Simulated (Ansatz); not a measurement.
G0W0 rungs for BaThO3 (Pm-3m).

The database entry behind the starting cell is an old determination (1934), so it need not match the best structure at ambient conditions.

```xyz
5
Lattice="4.4800 0.0000 0.0000 0.0000 4.4800 0.0000 0.0000 0.0000 4.4800" Properties=species:S:1:pos:R:3 pbc="T T T"
Ba    0.0000    0.0000    0.0000
Th    2.2400    2.2400    2.2400
O     2.2400    2.2400    0.0000
O     0.0000    2.2400    2.2400
O     2.2400    0.0000    2.2400
```

The cell and positions come from the Crystallography Open Database and are kept as given unless a step says otherwise. Spin-orbit coupling is left out unless a run names it.

Runs so far (Ansatz 0.2.0, start LDA, hard PAW files, 6×6×6 mesh). Times are wall times on 1 × NVIDIA GB200 (shared by 2 runs) with 16 threads of Arm Neoverse V2, shared host, good to a factor of about two.

| bands summed | cutoff (eV) | gap on the mesh (eV) | time |
| --- | --- | --- | --- |
| 322 | 130 | 4.123 | 12 s |
| 641 | 210 | 4.354 | 26 s |
| 1243 | 330 | 4.532 | 83 s |

Q: What should the next rung give, with 2167 bands and screening to 480 eV, and where is the limit?

The error falls about as one over the bands when the cutoff rises with them. A line through the two highest rungs given predicts 4.612 eV; the run gave 4.629 eV, close to it. The two highest rungs put the limit near 4.760 eV, the pair below near 4.721 eV; their difference is a rough measure of what is unsettled in bands and cutoff; the mesh is a separate error.

Gaps are over the mesh's points; an edge off the mesh would be missed. Limits: not at the basis limit; f levels unsure; no spin-orbit coupling.

[Paths, hosts, dates, memory and timing lines, banners, echoed tables and standing remarks are left out of the program output.]

[Logs are printed without paths, hosts, clocks, repeated set-up lines and the standing remarks that a program may print on its own settings, such as how far it seeks lower states.]

[Runs of the session that timed out or met a known fault of the program may be left out.]

[Cells called generated may have been cut or substituted from an entry of the Crystallography Open Database or the Materials Project.]

[Hosts, paths, dates, database ids (printed as entryN), source tags and the programs' standing remarks are cut or masked in the printed files.]
